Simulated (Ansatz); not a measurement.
# Random alloy of the fcc Cu-Al line, x = 0.1562 (128 atoms): geometry optimisation, part 3 of 3

Wanted: the relaxed structure of random alloy of the fcc Cu-Al line, x = 0.1562 (128 atoms) and its electronic structure.

Ansatz 0.2.0; Kohn-Sham DFT, PBE, PAW (set soft_2), plane waves.

The cell: 108 Cu and 20 Al. The host structure and its lattice constant were typed by rule, without a check against the phase diagram.

So far. Step 3 (Cell and atoms relaxed): The relaxation changed the energy by -16.4 meV/atom, and atoms moved by 0.072 Å r.m.s., 0.21 Å at most. Step 6 (K-mesh 3×3×3): Forces differ from those of the single point at the relaxed geometry by 8.4 meV/Å r.m.s.; the energy by +0.86 meV/atom. It took 29 s and 10 cycles; the reference's time can't be set against it, since the two runs asked for unlike analyses.

## (7) Functional r2SCAN (500 eV)

The meta-GGA r2SCAN uses the kinetic energy density as well as the density and its gradient. Besides, the cutoff goes from 420 to 500 eV.

This step: Kohn-Sham DFT, r2SCAN, PAW (set soft_2), plane waves (Ansatz 0.2.0).

input.yaml reads:

```yaml
crystal:
  lattice:
    - [-7.4084, 7.40713, 7.23621]
    - [7.39932, -7.40518, 7.22519]
    - [7.41073, 7.40751, -7.23426]
  atoms:
    [... the 128 atom lines of step 5 ...]
kpoints:
  mp_grid: { grid: [2, 2, 2] }
hamiltonian:
  xc: r2scan
scf:
  occupations: { method: fermi_dirac, width: 0.1 }
output:
  forces: true
  stress: true
  populations: true
  dos:
    method: { smearing: { sigma: 0.08 } }
    de: 0.05
    projected: { site_lists: { Al: [Al], Cu: [Cu] } }
  eigenvalues: true
```

On the command line:

```console
ansatz run input.yaml --threads 11 --pin off --max-ram 102400MiB --backend cuda --events-out ev --progress --plain --runs-dir out
```

Numbers of over 12 decimals in the logs are rounded to 6 here.

What it wrote:

```text
[...]
GPU FFT provider: cuFFT
GPU libraries: cuBLAS 13.8.2, cuFFT 12.4.0, cuSOLVER 12.3.4
Crystal: 128 atoms, lattice volume = 1586.455 Å³
Basis set: ecut = 500 eV, 40321 PW (Γ), exchange–correlation on 384×384×384 points (64 copies of the dense FFT grid, shifted against one another)
Bands: 1268, of which v1, the nominal top of the filled ones, is band 1056 counted from 1 (1055 counted from 0)
Symmetry: 1 space group operations
[...]
k-points: 8
[...]
GPU buffer pool allocated for 884736 grid points (all kernels)
[...]
SCF iter   1: F=—  HF=-726994.666867 eV  |F-HF|=—  |Δ(HF+E_count)|=         —  Δρ=4.00e-2  dr2=1.55e1  dr2_τ=2.03e-1  ethr=1.77e-3  ⟨swp⟩=5.0  Hψ=35633  notcnv=0  defer=436
[...]
SCF iter  14: F=—  HF=-726992.300115 eV  |F-HF|=—  |Δ(HF+E_count)|=   2.60e-8  Δρ=2.92e-6  dr2=1.48e-7  dr2_τ=1.44e-9  ethr=3.27e-11  ⟨swp⟩=2.0  Hψ=13879  notcnv=0  defer=1274
SCF iter  15: F=-726992.300115 eV  HF=-726992.300115 eV  |F-HF|=7.79e-8  |Δ(HF+E_count)|=   1.54e-8  Δρ=2.12e-6  dr2=7.80e-8  dr2_τ=6.87e-10  ethr=4.73e-12  ⟨swp⟩=8.5  Hψ=40287  notcnv=0
SCF 1 converged in 15 iterations: F = -726992.300115 eV  dr2 = 7.80e-8
[...]
SCF converged after 15 iterations
Free energy (F): -726992.300115 eV
[...]
Internal energy: -726991.152812 eV  (E = F + TS)
E sigma→0 (E₀):  -726991.726463 eV
Entropy (-TS):   -1.147303 eV (-8.963 meV/atom)
Fermi energy:    15.041709 eV
[...]
Σ components = -726992.300115   (vs F -726992.300115, Δ=0.00e0)
--- Forces (eV/Å), atoms counted from 1 ---
  atom   1  Cu    -0.00319401     0.06196802    -0.00152087
  atom   2  Cu     0.00069545    -0.02447543     0.02114796
  atom   3  Cu     0.01938156     0.04130470     0.02011210
  atom   4  Cu     0.02087428    -0.02902117     0.01927340
[...]
atom 128  Al     0.00538307    -0.00421978    -0.01670271
  max |Σ_I F_I| component: 1.23e-5 eV/Å
--- Stress (GPa, compression-positive) ---
       -5.442409      -0.001954      -0.018824
       -0.001954      -5.474938      -0.003624
       -0.018824      -0.003624      -5.585438
  P = ⅓ Tr σ = -5.5009 GPa (-55.009 kbar)
--- Band table (eV; the first three rows and the last of 8) ---
[...]
--- Löwdin populations: 128 sites ---
  site symbol       q [e]
     0     Cu     18.5643
     1     Cu     18.7261
     2     Cu     18.6871
[...]
127     Al      3.8292
  spilling = 0.007812 (of n_electrons = 2112.000000)
```

Elapsed: 22 s, on 1 × NVIDIA H100 80GB HBM3 with 11 threads of AMD EPYC 7R13 (Zen 3), shared host; peak memory 8 GiB.

That memory is the host's.

Geometry and reference: those of the single point at the relaxed geometry.

Forces differ from those of the single point at the relaxed geometry by 20 meV/Å r.m.s.; the pressure by -5.5 GPa. It took 22 s and 15 cycles; the reference's time can't be set against it, since the two runs asked for unlike analyses.

## (8) Functional PBEsol

PBEsol restores the gradient expansion of exchange for slowly varying densities and usually gives shorter bonds in solids than PBE.

This step: Kohn-Sham DFT, PBEsol, PAW (set soft_2), plane waves (Ansatz 0.2.0).

input.yaml, as its differences from that of step 7:

```diff
@@ -10,3 +10,3 @@
 hamiltonian:
-  xc: r2scan
+  xc: pbesol
 scf:
```

What it wrote:

```text
[...]
GPU FFT provider: cuFFT
GPU libraries: cuBLAS 13.8.2, cuFFT 12.4.0, cuSOLVER 12.3.4
Crystal: 128 atoms, lattice volume = 1586.455 Å³
Basis set: ecut = 420 eV, 30999 PW (Γ), exchange–correlation on 180×180×180 points (8 copies of the dense FFT grid, shifted against one another)
Bands: 1268, of which v1, the nominal top of the filled ones, is band 1056 counted from 1 (1055 counted from 0)
Symmetry: 1 space group operations
[...]
k-points: 8
[...]
GPU buffer pool allocated for 729000 grid points (all kernels)
[...]
SCF iter   1: F=—  HF=-722088.718941 eV  |F-HF|=—  |Δ(HF+E_count)|=         —  Δρ=1.65e-2  dr2=2.34e0  ethr=1.77e-3  ⟨swp⟩=5.0  Hψ=35789  notcnv=0  defer=571
[...]
SCF iter   9: F=—  HF=-722088.207668 eV  |F-HF|=—  |Δ(HF+E_count)|=   2.73e-7  Δρ=9.10e-6  dr2=1.32e-6  ethr=1.60e-10  ⟨swp⟩=2.0  Hψ=17260  notcnv=0  defer=1248
SCF iter  10: F=-722088.207667 eV  HF=-722088.207667 eV  |F-HF|=7.35e-8  |Δ(HF+E_count)|=   2.60e-7  Δρ=1.46e-6  dr2=8.42e-8  ethr=4.73e-12  ⟨swp⟩=8.4  Hψ=51941  notcnv=0
SCF 1 converged in 10 iterations: F = -722088.207667 eV  dr2 = 8.42e-8
[...]
SCF converged after 10 iterations
Free energy (F): -722088.207667 eV
[...]
Internal energy: -722087.002631 eV  (E = F + TS)
E sigma→0 (E₀):  -722087.605149 eV
Entropy (-TS):   -1.205036 eV (-9.414 meV/atom)
Fermi energy:    15.051825 eV
[...]
Σ components = -722088.207667   (vs F -722088.207667, Δ=0.00e0)
--- Forces (eV/Å), atoms counted from 1 ---
  atom   1  Cu    -0.00233175     0.09586935     0.00077795
  atom   2  Cu     0.00141947    -0.02683703     0.03490479
  atom   3  Cu     0.02981635     0.05750851     0.03299333
  atom   4  Cu     0.03435245    -0.04538061     0.03443280
[...]
atom 128  Al     0.00544873    -0.04573612    -0.05614073
  max |Σ_I F_I| component: 1.96e-5 eV/Å
--- Stress (GPa, compression-positive) ---
       -6.748681       0.001049      -0.015133
        0.001049      -6.803111      -0.010776
       -0.015133      -0.010776      -6.769903
  P = ⅓ Tr σ = -6.7739 GPa (-67.739 kbar)
--- Band table (eV; the first three rows and the last of 8) ---
[...]
--- Löwdin populations: 128 sites ---
  site symbol       q [e]
     0     Cu     18.5713
     1     Cu     18.7268
     2     Cu     18.6891
[...]
127     Al      3.8172
  spilling = 0.007854 (of n_electrons = 2112.000000)
```

The job ended after 13 s (1 × NVIDIA H100 80GB HBM3 with 11 threads; peak memory 6.5 GiB).

That memory is the host's; the program planned up to 70.8 GiB on the GPU.

Geometry and reference: those of the single point at the relaxed geometry.

Forces differ from those of the single point at the relaxed geometry by 34 meV/Å r.m.s.; the pressure by -6.8 GPa.

## (9) What each setting buys

Each row is set against the single point at the relaxed geometry (Kohn-Sham DFT, PBE, PAW (set soft_2), plane waves; r.m.s. force component 9.1e-4 eV/Å). Energies are set beside the reference only for runs with its functional, potentials and electron count. Times are for 1 × NVIDIA H100 80GB HBM3 with 11 threads of AMD EPYC 7R13 (Zen 3), shared host. The reference's time includes grids, which some other runs skip.

```
                       run  Δ force, r.m.s. (meV/Å)  Δ energy (meV/atom)  Δ pressure (GPa)  cycles  time  host memory (GiB)
                 reference                        -                    -                 -      11  16 s                6.5
              k-mesh 3×3×3                     8.40                0.865           -0.0197      10  29 s                8.1
functional r2SCAN (500 eV)                     19.8                    -             -5.52      15  22 s                8.0
         functional PBEsol                     34.3                    -             -6.79      10  13 s                6.5
```

## (10) What came out

```
energy change in the relaxation : -16.41 meV/atom
r.m.s. displacement             : 0.072 Å
largest displacement            : 0.21 Å
free energy per atom            : -5674.0643 eV/atom
density                         : 7.748 g/cm³
pressure                        : 0.01722 GPa
r.m.s. force component          : 0.00091 eV/Å
wall time of the 6 DFT runs     : 2.1 min
```

**Reading.** Relaxation lowers the energy by 16.4 meV/atom and moves atoms by 0.072 Å r.m.s.; the r.m.s. force component goes from 0.28 to 9.1e-4 eV/Å. Displacements are taken in the final cell, so they leave out its strain. By the final cutoffs no bond was broken or made. The cell shrank by 2.0 % in volume. First to last step the energy falls by 2.101 eV, across changes of basis; the largest move, 0.21 Å, is that of Al9. The Al-Al bonds change most in mean length: from 2.614 Å (spread 0.024) to 2.746 Å (spread 0.056). Counting bonds as in the table, all Al atoms have 12 and all Cu atoms have 12 bonded neighbours. 121 levels are partly filled, by over 2 % (on the run's k-points), as in a metal.

Among the changes of functional, dispersion, potentials or spin set against this reference, functional PBEsol moves the forces most, by 34 meV/Å r.m.s.

[Logs are printed without paths, hosts, clocks, repeated set-up lines and the standing remarks that a program may print on its own settings, such as how far it seeks lower states.]

[Hosts, paths, dates, database ids (printed as entryN), source tags and the programs' standing remarks are cut or masked in the printed files.]
